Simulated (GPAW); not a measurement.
# Geometry or basis: what sets the conductance of a Na chain with a Cu atom on top of one atom, part 2 of 2

Aim: the conductance of a Na chain with a Cu atom on top of one atom after relaxation, and whether geometry, basis or functional moves it most.

GPAW 26.7.0; GPAW LCAO, PAW setups; relaxation of the junction within the symmetry of its start, lead ends held (the session's first sound run).

So far, transmission at the Fermi level (one spin): step 3 (double-zeta polarised basis, PBE, GPAW) 0.981; step 4 (basis szp(dzp), PBE, GPAW) 0.987; step 5 (basis sz(dzp), PBE, GPAW) 0.974; step 6 (LDA) 0.989; step 7 (without the relaxation: geometry = "as built", PBE, GPAW) 0.0899. Also open channels of the lead at the Fermi level (one spin): 1 in steps 3, 4, 5 and 6.

## (9) The levels side by side

The curves are compared point by point over the common energies.

This step: comparison of transmission and cost over codes, levels and geometry (GPAW 26.7.0).

Ladder, by row:

| step | code | T at the Fermi level (sum over the listed spins) | conductance (G0) | r.m.s. T(E) from the first | wall time (s) | peak memory (GiB) | threads |
| --- | --- | --- | --- | --- | --- | --- | --- |
| dzp | GPAW | 0.9815 | 0.9795 | 0 | 126 | 1.76 | 1 |
| szp | GPAW | 0.987 | 0.9851 | 0.1045 | 108.4 | 1.67 | 1 |
| sz | GPAW | 0.9736 | 0.9699 | 0.1044 | 75.02 | 1.6 | 1 |
| dzp-LDA | GPAW | 0.989 | 0.9876 | 0.09331 | 116.1 | 1.76 | 1 |
| asbuilt | GPAW | 0.08988 | 0.09047 | 0.3915 | 120.7 | 1.76 | 1 |

Transmission, zone mean, sum over the listed spins against energy, zero at the Fermi level:

```csv
energy (eV),dzp,szp,sz,dzp-LDA,asbuilt
-2.000,6.0e-11,1.1e-10,2.8e-14,6.0e-11,4.0e-10
-1.800,5.8e-11,1.1e-10,2.7e-14,6.7e-11,3.6e-10
-1.600,5.3e-11,1.1e-10,2.5e-14,5.3e-11,4.3e-10
-1.400,5.2e-11,1.0e-10,2.4e-14,5.2e-11,4.0e-10
-1.200,4.7e-11,8.2e-11,3.7e-14,4.7e-11,3.6e-10
-1.000,2.7e-11,5.5e-11,3.0e-14,2.8e-11,2.1e-10
-0.825,0.434,0.0451,0.0448,0.389,0.445
-0.800,0.235,0.0849,0.0742,0.230,0.175
-0.600,0.502,0.497,0.467,0.499,0.188
-0.400,0.844,0.876,0.860,0.854,0.237
-0.200,0.968,0.980,0.971,0.976,0.223
-0.100,0.981,0.988,0.980,0.988,0.172
-0.075,0.982,0.989,0.980,0.989,0.154
-0.050,0.983,0.989,0.979,0.989,0.133
-0.025,0.982,0.988,0.977,0.989,0.112
0.000,0.981,0.987,0.974,0.989,0.0899
0.200,0.872,0.867,0.757,0.909,0.00551
0.400,0.556,0.542,0.513,0.494,0.229
0.600,0.971,0.965,0.967,0.958,0.579
0.800,0.998,0.998,0.997,0.997,0.793
0.825,0.998,0.998,0.996,0.998,0.810
0.850,0.998,0.998,0.994,0.998,0.826
1.000,0.992,0.991,0.979,0.995,0.892
1.200,0.986,0.982,0.962,0.987,0.934
1.400,0.985,0.982,0.960,0.982,0.952
1.600,0.870,0.904,0.973,0.920,0.958
1.650,0.959,0.834,0.977,0.971,0.959
1.800,1.60,1.66,1.80,0.849,1.30
2.000,2.19,2.24,2.34,2.15,1.76
```

## (10) A varied run

One more run, with changed settings.

This step: GPAW LCAO, PAW setups; Landauer transmission from Green's functions with principal layers (ASE), zero bias (GPAW 26.7.0).

Input file run.py:

```python
import json
import numpy as np
from ase import Atoms
from ase.transport.calculators import TransportCalculator
from gpaw import GPAW, FermiDirac
from gpaw.lcao.tools import get_lcao_hamiltonian
from scipy.linalg import eigh

# The junction with lead layers at both ends, along the third cell vector
device = Atoms(
    ['Na', 'Na', 'Na', 'Na', 'Na', 'Na', 'Na', 'Na', 'Cu', 'Na', 'Na', 'Na', 'Na', 'Na', 'Na', 'Na'],
    positions=[
        [4.50000, 4.50000, 1.65000],
        [4.50000, 4.50000, 4.95000],
        [4.50000, 4.50000, 8.25000],
        [4.50000, 4.50000, 11.55000],
        [4.50000, 4.50000, 14.85000],
        [4.50000, 4.50000, 18.15000],
        [5.73664, 4.50000, 21.73547],
        [3.54738, 4.50000, 24.75000],
        [6.18542, 4.50000, 24.75000],
        [5.73664, 4.50000, 27.76453],
        [4.50000, 4.50000, 31.35000],
        [4.50000, 4.50000, 34.65000],
        [4.50000, 4.50000, 37.95000],
        [4.50000, 4.50000, 41.25000],
        [4.50000, 4.50000, 44.55000],
        [4.50000, 4.50000, 47.85000]],
    cell=[[9.0, 0.0, 0.0], [0.0, 9.0, 0.0], [0.0, 0.0, 49.5]],
    pbc=True)

# One principal layer of the lead: the first 4 atoms of the device
lead = Atoms(
    ['Na', 'Na', 'Na', 'Na'],
    positions=[
        [4.50000, 4.50000, 1.65000],
        [4.50000, 4.50000, 4.95000],
        [4.50000, 4.50000, 8.25000],
        [4.50000, 4.50000, 11.55000]],
    cell=[[9.0, 0.0, 0.0], [0.0, 9.0, 0.0], [0.0, 0.0, 13.2]],
    pbc=True)

settings = dict(mode='lcao', basis='dzp', xc='PBE', h=0.2,
                occupations=FermiDirac(2.0), maxiter=75,
                mixer=dict(beta=0.1, nmaxold=8, weight=100.0),
                convergence=dict(density=0.0001))
energies = np.arange(-2, 2 + 1e-9, 0.025)
eta = 0.0001
n1, n2 = 1, 1
# k and -k transmit alike, so half of the mesh across the current serves
mesh = [(i, j) for i in range(n1) for j in range(n2) if (i, j) <= (-i % n1, -j % n2)]
weights = np.array([1 if (i, j) == (-i % n1, -j % n2) else 2 for i, j in mesh]) / (n1 * n2)

# [... helper functions left out ...]
fermi_lead = ground_state(lead, (1, 1, 9), 'lead.txt')
fermi_device = ground_state(device, (1, 1, 2), 'device.txt')
# [... loop over the mesh left out, but for ...]
        # Shift the lead onto the potential of the device's first layer
        shift = ((H[:, 0, 0] - H0[:, 0, 0]) / S0[0, 0]).real.mean()
# [...]
kT = 8.617333e-5 * 300
bias = [0.1, 0.2, 0.5, 1.0, 1.5, 2.0]
# [... integrals and printing left out ...]
```

Command:

```
> OMP_NUM_THREADS=1 OPENBLAS_NUM_THREADS=1 python run.py
```

It took 2.1 min on 1 thread of Intel Xeon Platinum 8488C (Sapphire Rapids), shared host; peak memory 1.8 GiB.

The run finished. A setting was moved off its sound value on purpose, so it serves as a test and not as the result.

The fault put into the input: a smearing of electronvolts (width = 2.0).

The two runs compared:

```
                                           quantity   this run  sound run  difference
                                   conductance (G₀)    0.19536    0.97945      -0.784
largest coupling past the next principal layer (eV)  4.275e-12  4.162e-12     1.1e-13
   largest misfit of the first principal layer (eV)    0.20383  0.0062558       0.198
                    shift that aligns the lead (eV)   -0.60374   8.409e-4      -0.605
         transmission at the Fermi level (one spin)    0.21916    0.98150      -0.762
```

The two runs differ clearly in the conductance: 0.195 G₀ against 0.979 G₀.

## (11) What came out

| Quantity | Value |
| --- | --- |
| conductance | 0.979 G₀ |
| transmission at the Fermi level, mean of the spins | 0.981 |
| thermopower | about 0 (under 1.5 μV/K) |
| open channels of the lead there | 1 |

What this shows: In the dzp basis the junction conducts 0.979 G₀ at 300 K, with T = 0.981 a spin at the Fermi level; the sz basis reaches that conductance within 10 %. Relaxation moved atoms by up to 1.3 Å and took the conductance from 0.0905 to 0.979 G₀, as a ratio a larger change than the step from dzp to the minimal basis. The junction passes nearly all that the lead offers at the Fermi level. At the Fermi level one eigenchannel carries the current (0.98). Measured against the first run (dzp), the nearest curve is that of dzp-LDA (r.m.s. 0.093) and the farthest that of asbuilt (0.39). Over the compared runs wall time goes from 75 s (sz) to 126 s (dzp), on a shared host. The leads kept an estimated spacing and the cell its length, so the junction may be under some tension or compression. The geometry comes from the orbital basis, which tends to overbind, and kept the symmetry of the start, so a structure of lower symmetry may lie lower. An evenly spaced straight chain is an idealisation: free chains tend to dimerise, zigzag or, where a band edge lies near the Fermi level, turn magnetic. The currents use the zero-bias T(E) throughout, which holds only while the bias is small against the distance to the nearest feature.

[Logs are printed without paths, hosts, clocks, repeated set-up lines and the standing remarks that a program may print on its own settings, such as how far it seeks lower states.]

[Hosts, paths, dates, database ids (printed as entryN), source tags and the programs' standing remarks are cut or masked in the printed files.]
